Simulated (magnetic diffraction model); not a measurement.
## Which magnetic order? CrAgBiS4

Space group Pnma (no. 62), a = 12.6640 Å, b = 8.0480 Å, c = 5.9320 Å.

| site | atom | x | y | z |
| --- | --- | --- | --- | --- |
| 4c | Bi | 0.9111 | 1/4 | 0.4195 |
| 4a | Ag | 1/2 | 0 | 1/2 |
| 4c | Cr | 0.7162 | 1/4 | 0.9453 |
| 4c | S | 0.6020 | 3/4 | 0.2407 |
| 4c | S | 0.9466 | 3/4 | 0.6989 |
| 8d | S | 0.8323 | 0.4413 | 0.2796 |

This is a made-up structure (elements placed in a structure type, unrelaxed), so the numbers test the method and describe no known phase.

Only Cr is taken to order (form factors of Cr4+); orders and moment sizes are assumed, and not adapted to the symmetry. Radiation: neutrons of λ = 2.52 Å, 3° to 45°; isotropic B of 0.18 Å² (Bi), 0.24 Å² (Ag), 0.28 Å² (Cr) and 0.24 Å² (S). Simulated constant-wavelength pattern: nuclear and magnetic terms add, the magnetic one as |2.695 fm × Σ f S⊥ exp(2πi Q·r) exp(−B s²)|², summed over all Q at one angle with the factor 1/(sin²θ cos θ). For a modulated order the moment at position r is S exp(−2πi k·r) + c.c., with S = m/2 for a sine wave of amplitude m and S = m(u + iv)/2 for moments turning in a plane, u and v being orthogonal unit vectors in it; the phase factor of the sum at Q = H + k is then exp(2πi H·r). Free-ion form factors, Sears's scattering lengths of 1992, no absorption; a label names one of the reflections at its angle. The strongest nuclear line in the range is 100, and lines under 0.2 are left out.

Above the ordering temperature:

```csv
2θ (°),index,I
22.96,(2 0 0),42.5
27.13,(1 0 1),10.2
29.33,(2 1 0),100.0
30.60,(0 1 1),26.7
32.76,(1 1 1),1.1
33.84,(2 0 1),20.7
36.49,(0 2 0),25.1
38.60,(2 1 1),15.5
42.98,(3 0 1),54.8
```

Below it (cell unchanged):

```tsv
2θ (°)	I
11.82	2.3
18.84	29.0
22.96	42.5
24.06	18.7
24.72	9.4
27.13	10.2
27.31	1.8
29.33	100.0
30.60	26.7
32.76	1.1
33.84	20.7
33.99	7.5
34.88	1.7
35.31	0.4
36.49	25.1
37.17	1.4
38.00	2.9
38.60	15.5
40.23	1.3
41.00	2.7
41.47	0.3
41.79	4.5
42.98	54.8
43.10	0.4
43.47	1.0
```

**Question.** Find the propagation vector, then choose among these models:
A. a sine wave with moments along [010] (amplitudes given), 1.93 μB on Cr; signs + at (0.7162, 1/4, 0.9453), − at (0.2162, 1/4, 0.5547), + at (0.2838, 3/4, 0.0547), − at (0.7838, 3/4, 0.4453)
B. a sine wave with moments along [100] (amplitudes given), 1.93 μB on Cr; signs + at (0.7162, 1/4, 0.9453), − at (0.2162, 1/4, 0.5547), + at (0.2838, 3/4, 0.0547), − at (0.7838, 3/4, 0.4453)
C. moments turning in the plane of [100] and [001], 1.93 μB on Cr; signs + at (0.7162, 1/4, 0.9453), − at (0.2162, 1/4, 0.5547), + at (0.2838, 3/4, 0.0547), − at (0.7838, 3/4, 0.4453)
D. a sine wave with moments along [001] (amplitudes given), 1.93 μB on Cr; signs + at (0.7162, 1/4, 0.9453), − at (0.2162, 1/4, 0.5547), + at (0.2838, 3/4, 0.0547), − at (0.7838, 3/4, 0.4453)

The new lines index as (1 0.170 0) at 11.82°, (1 0.830 0) at 18.84°, (1 1.170 0) at 24.06° and (0 0.170 1) at 24.72°, that is as H ± k with k = (0 0.170 0). Satellites come in pairs about each point of the reciprocal lattice.

Magnetic intensity, observed (below minus above) and for each model:

| 2θ (°) | index | observed | A | B | C | D |
| --- | --- | --- | --- | --- | --- | --- |
| 11.82 | (1 0.170 0) | 2.3 | 2.0 | <0.2 | 2.3 | 2.2 |
| 18.84 | (1 0.830 0) | 29.0 | 6.6 | 11.2 | 29.0 | 17.8 |
| 24.06 | (1 1.170 0) | 18.7 | 2.4 | 8.2 | 18.7 | 10.6 |
| 24.72 | (0 0.170 1) | 9.4 | 9.1 | 9.2 | 9.4 | <0.2 |
| 33.99 | (2 0.170 1) | 7.5 | 7.4 | 4.0 | 7.5 | 3.5 |
| 38.00 | (3 0.830 0) | 2.9 | 2.1 | 0.4 | 2.9 | 2.5 |
| 41.00 | (3 1.170 0) | 2.7 | 1.5 | 0.6 | 2.7 | 2.1 |
| 41.79 | (0 1.830 1) | 4.5 | 1.0 | 2.8 | 4.5 | 1.8 |

Model C matches.

The structure used: k = (0 0.170 0), moments turning in the plane of [100] and [001], 1.93 μB on Cr; signs + at (0.7162, 1/4, 0.9453), − at (0.2162, 1/4, 0.5547), + at (0.2838, 3/4, 0.0547), − at (0.7838, 3/4, 0.4453).

[Logs are printed without paths, hosts, clocks, repeated set-up lines and the standing remarks that a program may print on its own settings, such as how far it seeks lower states.]
